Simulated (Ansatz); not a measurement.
# LiAlF4 (built on the sites of a database entry of RbAlF4): a soft mode frozen in, part 3 of 3

Aim: this structure of LiAlF4 (built on the sites of a database entry of RbAlF4) is to be tested for unstable modes, and one is followed downhill.

Ansatz 0.2.0; DFT PBEsol, scalar-relativistic, plane waves, PAW.

So far. Step 5 (Energy along the mode, all amplitudes (two of the runs …): The lowest of the steps tried is the last one, at 0.6 Å, 44.3 meV/atom below the parent; the bottom of the well need not coincide with a step. Step 7 (The new phase in its own primitive cell): The largest force component left is 0.092 meV/Å and the pressure is 0.000 GPa, within the tolerances set. The cell now holds 12.97 Å³/atom. The relaxed cell has a, b, c = 3.510, 3.675, 6.032 Å (conventional setting).

The structure was built from a prototype and need not be the compound's stable phase.

### Step 8. Modes of the new phase

A relaxed structure may still be a saddle point, so its zone-centre modes are computed. The response to a homogeneous field gives the Born charges and the dielectric tensor, and its change with displacement the Raman tensors.

Input file input.yaml:

```yaml
crystal:
  lattice:
    - [3.5098356576, 0.0, 0.0]
    - [0.0, 3.6751277923, 0.0]
    - [0.0, 0.0, 6.0323551045]
  atoms:
    - { symbol: Li, position: [0.5, 0.0, 0.5] }
    - { symbol: Al, position: [0.0, 0.0, 0.0] }
    - { symbol: F, position: [0.0, 0.5, 0.0] }
    - { symbol: F, position: [0.5, 0.0, 0.0] }
    - { symbol: F, position: [0.0, 0.0, 0.297423543] }
    - { symbol: F, position: [0.0, 0.0, 0.702576457] }
kpoints:
  mp_grid: { grid: [6, 6, 4] }
hamiltonian:
  xc: pbesol
scf:
  occupations: { method: fixed }
output:
  eigenvalues: true
phonons:
  method: dfpt
  dielectric: true
  rigid_motions: translations
  raman: true
```

Started as:

```
ansatz run input.yaml --threads 8 --pin off --max-ram 14336MiB --backend cpu --events-out ev --progress --plain --runs-dir out
```

Numbers of over 12 decimals in the logs are rounded to 6 here.

Log:

```text
[...]
Crystal: 6 atoms, lattice volume = 77.812 Å³
Basis set: ecut = 420 eV, 1527 PW (Γ), exchange–correlation on 48×50×90 points (8 copies of the dense FFT grid, shifted against one another)
Bands: 23, of which v1, the nominal top of the filled ones, is band 17 counted from 1 (16 counted from 0)
Symmetry: 8 space group operations
k-points: 76 of 144 (irreducible under 1 space group operation, time reversal used)
[...]
SCF iter   1: F=—  HF=-3937.720599 eV  |F-HF|=—  |Δ(HF+E_count)|=         —  Δρ=1.17e-2  dr2=6.29e-2  ethr=1.77e-3  ⟨swp⟩=4.9  Hψ=7541  notcnv=0  defer=286
[...]
SCF iter   9: F=-3937.700245 eV  HF=-3937.700245 eV  |F-HF|=3.68e-11  |Δ(HF+E_count)|=   1.05e-9  Δρ=1.66e-7  dr2=6.72e-12  ethr=1.00e-12  ⟨swp⟩=12.7  Hψ=11128  notcnv=0
SCF 1 converged in 9 iterations: F = -3937.700245 eV  dr2 = 6.72e-12
[...]
DFPT response loops at Γ: preconditioner auto → none (the input reference at scf.mixing.eps_inf says where Resta's filter doesn't serve); β = 0.50; Broyden in place of MSR1
── the response to a field inside a basis, on 6×6×4 k-points: an SCF that follows is theirs, and a resumed run solves both again ──
Bands: 18, of which v1, the nominal top of the filled ones, is band 17 counted from 1 (16 counted from 0)
k-points: 18 of 144
[...]
Eigensolver: Dense (18 Hₖ)
SCF iter   1: F=—  HF=-3937.697097 eV  |F-HF|=—  |Δ(HF+E_count)|=         —  Δρ=6.97e-4  dr2=6.80e-5  ethr=1.00e-1
[...]
SCF iter   7: F=-3937.697084 eV  HF=-3937.697084 eV  |F-HF|=6.14e-11  |Δ(HF+E_count)|=  9.60e-11  Δρ=3.97e-7  dr2=7.38e-11  ethr=1.00e-12
SCF 1 converged in 7 iterations: F = -3937.697084 eV  dr2 = 7.38e-11
[...]
SCF converged after 9 iterations
Free energy (F): -3937.700245 eV
[...]
Internal energy: -3937.700245 eV  (E = F + TS)
E sigma→0 (E₀):  -3937.700245 eV
Fermi energy:    -0.500254 eV
[...]
--- Band table (eV; the first three rows and the last of 76) ---
  k-point 0: bands = [... 13 lower, -1.4811, -1.2938, -1.2515, -1.1145, 5.9630, 9.6882, 10.2230, 13.4244, ... 2 higher]
  k-point 1: bands = [... 13 lower, -1.4945, -1.3918, -1.3742, -1.0418, 6.3063, 8.5891, 11.0305, 13.5036, ... 2 higher]
  k-point 2: bands = [... 13 lower, -1.6018, -1.4921, -1.2729, -0.9466, 6.9766, 7.5875, 11.4241, 13.4866, ... 2 higher]
  k-point 75: bands = [... 13 lower, -1.4422, -1.1973, -0.8556, -0.7398, 8.2116, 12.3775, 12.4874, 12.5309, ... 2 higher]
--- Phonons (Γ-DFPT): 15 representative perturbations + reference, on 76 of 144 k-points (Σ response iterations 52) ---
  k mesh reduced under 1 symmetry operation, with k and −k counted as one. Each operation leaves every solved perturbation unchanged. A smaller set is not considered because the run solves the response to a homogeneous field
  ASR residual: 1.160e-2 → 0.000e0 eV/Å²; symmetrization residual: 3.878e-6 eV/Å²
  ASR residual per site (eV/Å²): 3.16e-5 1.16e-2 2.83e-3 6.42e-3 7.27e-4 7.27e-4
[...]
ε∞ (high-frequency dielectric tensor):
        1.833240    -0.000000     0.000000
       -0.000000     1.796566    -0.000000
        0.000000     0.000000     1.785734
  softest optical mode at Γ: -144.04 cm⁻¹; the repairs (sum rule, projections) moved no ω² at Γ by more than (10.94 cm⁻¹)²
  Born effective charges Z* (e; rows j = field, columns β = displacement):
    site 0:
         1.23126    0.00000   -0.00000
         0.00000    0.82000    0.00000
        -0.00000    0.00000    1.24398
    site 1:
         2.91901   -0.00000   -0.00000
         0.00000    2.97043   -0.00000
        -0.00000   -0.00000    2.54822
    site 2:
        -0.68379    0.00000   -0.00000
        -0.00000   -1.66576   -0.00000
        -0.00000    0.00000   -0.63878
    site 3:
        -1.61891   -0.00000   -0.00000
        -0.00000   -0.66581   -0.00000
        -0.00000   -0.00000   -0.67554
    site 4:
        -0.92378   -0.00000   -0.00000
        -0.00000   -0.72943    0.00000
        -0.00000   -0.00000   -1.23894
    site 5:
        -0.92378   -0.00000    0.00000
         0.00000   -0.72943   -0.00000
         0.00000    0.00000   -1.23894
  Z* charge neutrality: 6.668e-5 e pre-enforcement
  k-mesh period / interband length: 22.1 Å / 0.82 Å = 26.91 at k = (0.0000, 0.0000, 0.0000), direct gap 7.078 eV — 14 or more, which is no proof of convergence
  Raman tensors (in the event stream and the table raman_tensors.tsv): an entry may err by 1.7e-3 Å², one of the second-order susceptibility by 2.5e-20 pm/V (basis, points and sum rule); their sum over the sites missed zero by 2.776e-17 Å² ahead of its enforcement
  optical modes at Γ without the LO–TO term, one row a degenerate level:
      ω (cm⁻¹)  modes    IR ((D/Å)²/amu)  static Raman (Å⁴/amu)  depolarisation
       -144.04      1             5.9764                 0.0000               —
        166.04      1             0.3443                 0.0000               —
        166.30      1             7.4738                 0.0000               —
        187.28      1             0.0000                 0.1258           0.750
        197.62      1             0.0000                 0.1256           0.750
        200.72      1             0.0610                 0.0000               —
        221.44      1             1.0244                 0.0000               —
        224.02      1             0.1166                 0.0000               —
        296.02      1             8.7579                 0.0000               —
        342.18      1             4.3022                 0.0000               —
        411.94      1             0.4871                 0.0000               —
        541.08      1             0.0000                 3.3774           0.046
        576.83      1             5.7612                 0.0000               —
        610.83      1             6.4889                 0.0000               —
        776.17      1             7.8087                 0.0000               —
  optical modes at Γ + LO–TO along q̂ = [1.0000, 0.0000, 0.0000]:
      ω (cm⁻¹)  modes    IR ((D/Å)²/amu)  static Raman (Å⁴/amu)  depolarisation
        157.70      1             1.2229                 0.0000               —
        166.04      1             0.3443                 0.0000               —
        166.30      1             7.4738                 0.0000               —
        187.28      1             0.0000                 0.1258           0.750
        197.62      1             0.0000                 0.1256           0.750
        204.28      1             0.1417                 0.0000               —
        221.44      1             1.0244                 0.0000               —
        224.02      1             0.1166                 0.0000               —
        296.02      1             8.7579                 0.0000               —
        411.94      1             0.4871                 0.0000               —
        438.20      1             4.7221                 0.0000               —
        541.08      1             0.0000                 3.3774           0.046
        576.83      1             5.7612                 0.0000               —
        610.83      1             6.4889                 0.0000               —
        867.07      1            12.0617                 0.0000               —
  optical modes at Γ + LO–TO along q̂ = [0.0000, 1.0000, 0.0000]:
      ω (cm⁻¹)  modes    IR ((D/Å)²/amu)  static Raman (Å⁴/amu)  depolarisation
       -144.04      1             5.9764                 0.0000               —
        166.30      1             7.4738                 0.0000               —
        170.32      1             0.0254                 0.0000               —
        187.28      1             0.0000                 0.1258           0.750
        197.62      1             0.0000                 0.1256           0.750
        200.72      1             0.0610                 0.0000               —
        221.44      1             1.0244                 0.0000               —
        224.87      1             0.0053                 0.0000               —
        342.18      1             4.3022                 0.0000               —
        411.94      1             0.4871                 0.0000               —
        419.57      1             3.1172                 0.0000               —
        541.08      1             0.0000                 3.3774           0.046
        610.83      1             6.4889                 0.0000               —
        686.34      1            11.8322                 0.0000               —
        776.17      1             7.8087                 0.0000               —
  optical modes at Γ + LO–TO along q̂ = [0.0000, 0.0000, 1.0000]:
      ω (cm⁻¹)  modes    IR ((D/Å)²/amu)  static Raman (Å⁴/amu)  depolarisation
       -144.04      1             5.9764                 0.0000               —
        166.04      1             0.3443                 0.0000               —
        187.28      1             0.0000                 0.1258           0.750
        197.62      1             0.0000                 0.1256           0.750
        200.72      1             0.0610                 0.0000               —
        214.13      1             0.0343                 0.0000               —
        224.02      1             0.1166                 0.0000               —
        296.02      1             8.7579                 0.0000               —
        341.03      1             2.9337                 0.0000               —
        342.18      1             4.3022                 0.0000               —
        425.62      1             0.9960                 0.0000               —
        541.08      1             0.0000                 3.3774           0.046
        576.83      1             5.7612                 0.0000               —
        716.74      1            11.5102                 0.0000               —
        776.17      1             7.8087                 0.0000               —
```

It took 98 s on 8 threads of Arm Neoverse V1, shared host; peak memory 1.6 GiB; 11 min of CPU time.

Numbers from this step:

```
sum-rule residual before enforcement                    : 0.01160 eV/Å²
miss of the charge sum rule                             : 6.67e-5 e
point group                                             : mmm
highest optical mode at the zone centre (no LO-TO term) : 776.2 cm⁻¹
lowest optical zone-centre mode                         : -144.0 cm⁻¹
mean high-frequency dielectric constant                 : 1.805
largest Born charge (third of the trace)                : 2.813 e
top of the zone-centre spectrum with the field          : 867.1 cm⁻¹
```

Without the LO-TO term. Patterns of degenerate modes are one choice out of their space. Modes at Γ, with each element's share of the kinetic energy (negative means imaginary):

```
mode  frequency (cm⁻¹)  symmetry  Li %  Al %  F %
   1            -144.0       B3u    93     1    6
   2               0.0  acoustic     6    25   69
   3               0.0  acoustic     6    25   69
   4               0.0  acoustic     6    25   69
   5             166.0       B2u    29     3   69
   6             166.3       B1u    63     3   34
   7             187.3       B2g     0     0  100
   8             197.6       B3g     0     0  100
   9             200.7       B3u     1     1   98
  10             221.4       B1u    10     0   89
  11             224.0       B2u    55    12   34
  12             296.0       B2u    10    45   45
  13             342.2       B3u     0    44   56
  14             411.9       B1u    16     8   76
  15             541.1        Ag     0     0  100
  16             576.8       B2u     0    16   84
  17             610.8       B1u     4    64   32
  18             776.2       B3u     0    30   70
```

Displacements in mode 1 (-144.0 cm⁻¹), the largest set to 1:
```
Li1  1.00  0.00  0.00
Al2 -0.05  0.00  0.00
F3  -0.04  0.00  0.00
F4  -0.06  0.00  0.00
F5  -0.10  0.00  0.00
F6  -0.10  0.00  0.00
```

Displacements in mode 12 (296.0 cm⁻¹), the largest set to 1:
```
Li1  0.00  0.93  0.00
Al2  0.00  1.00  0.00
F3   0.00  0.24  0.00
F4   0.00 -0.60  0.00
F5   0.00 -0.70  0.00
F6   0.00 -0.70  0.00
```

Optical modes at the zone centre, without and with the macroscopic field of the longitudinal modes; each column is sorted by frequency, so a row need not hold one and the same mode. Modes with and without the field, by row:

```
rank among optical modes  no field (cm⁻¹)  q along (1, 0, 0) (cm⁻¹)  q along (0, 1, 0) (cm⁻¹)  q along (0, 0, 1) (cm⁻¹)
                       1             -144                     157.7                      -144                      -144
                       2              166                       166                     166.3                       166
                       3            166.3                     166.3                     170.3                     187.3
                       4            187.3                     187.3                     187.3                     197.6
                       5            197.6                     197.6                     197.6                     200.7
                       6            200.7                     204.3                     200.7                     214.1
                       7            221.4                     221.4                     221.4                       224
                       8              224                       224                     224.9                       296
                       9              296                       296                     342.2                       341
                      10            342.2                     411.9                     411.9                     342.2
                      11            411.9                     438.2                     419.6                     425.6
                      12            541.1                     541.1                     541.1                     541.1
                      13            576.8                     576.8                     610.8                     576.8
                      14            610.8                     610.8                     686.3                     716.7
                      15            776.2                     867.1                     776.2                     776.2
```

Born charge (rows field, columns displacement) (e), principal values of the symmetric part by kind of site:

```
atom  atoms with these values    low  middle   high   mean
 Li1                        1   0.82    1.23   1.24   1.10
 Al2                        1   2.55    2.92   2.97   2.81
  F3                        1  -1.67   -0.68  -0.64  -1.00
  F4                        1  -1.62   -0.68  -0.67  -0.99
  F5                        2  -1.24   -0.92  -0.73  -0.96
```

In full for F5:

```
-0.92  0.00  0.00
 0.00 -0.73  0.00
 0.00  0.00 -1.24
```

High-frequency dielectric tensor:

```
1.83 0.00 0.00
0.00 1.80 0.00
0.00 0.00 1.79
```

Transverse modes; imaginary modes are left out. Infrared lines, with heights relative to the strongest:

```
position (cm⁻¹)  lines merged  relative intensity
            166             2                  89
            187             1                 0.0
            198             1                 0.0
            201             1                 0.7
            221             1                  12
            224             1                 1.3
            296             1                 100
            342             1                  49
            412             1                 5.6
            541             1                 0.0
            577             1                  66
            611             1                  74
            776             1                  89
```

Activity x (w_L - w)^4 (n + 1)/w, 532 nm, 300 K; imaginary modes are left out; modes without the macroscopic field alone. Raman lines, with heights relative to the strongest:

```
position (cm⁻¹)  lines merged  relative intensity
            166             2                 0.0
            187             1                  18
            198             1                  17
            201             1                 0.0
            221             1                 0.0
            224             1                 0.0
            296             1                 0.0
            342             1                 0.0
            412             1                 0.0
            541             1                 100
            577             1                 0.0
            611             1                 0.0
            776             1                 0.0
```

Before it was imposed, the acoustic sum rule was missed by 0.012 eV/Å² and the charge sum rule by 6.7e-5 e. Small misses are needed for a sound result but don't prove that mesh and cutoff are converged. The lowest optical mode is imaginary, 144.0i cm⁻¹, so the energy falls along it.

### Step 9. Results

- unstable mode of the parent: q = (0, 0, 0), 247i cm⁻¹
- depth at the lowest point sampled: 44.3 meV/atom
- largest atomic shift at that point: 0.6 Å
- space group reached (within 0.01 Å): Pmmm
- energy gained over the parent (first relaxation, on the mesh of the frozen mode): 142 meV/atom
- volume per atom, phase reached: 13.0 Å³
- gap on the k-mesh, phase reached: 6.46 eV
- lowest optical zone-centre mode, phase reached: -144 cm⁻¹
- highest optical mode at the zone centre (no LO-TO term), phase reached: 776 cm⁻¹

What this shows: Along this mode the structure falls into Pmmm, 142 meV/atom below the parent. At the parent's cell the well is 44.29 meV/atom deep on the steps tried, with its lowest point at a shift of 0.6 Å. That is the last step tried, so the steps alone don't bracket the bottom of the well. Relaxing atoms and cell changes the gain by +98.13 meV/atom against the lowest step (energies at zero smearing). Most of the total comes from this relaxation. The new phase still has an imaginary mode at the zone centre of its cell, so it is a saddle point on the way to a lower structure. Of the 4 patterns followed to their end from this parent, this one ends 3.16 meV/atom above the lowest, Pmm2. Each path keeps the symmetry of its pattern, so a lower phase may lie along a pattern not tried. The q mesh is too sparse to interpolate, so only the solved wavevectors are given. The program warns that the interpolation holds no quadrupole term, so branches close to Γ can be off in this crystal. The starting cell was built on a prototype and not taken from a measurement, so the phase need not exist.

[Logs are printed without paths, hosts, clocks, repeated set-up lines and the standing remarks that a program may print on its own settings, such as how far it seeks lower states.]

[Hosts, paths, dates, database ids (printed as entryN), source tags and the programs' standing remarks are cut or masked in the printed files.]
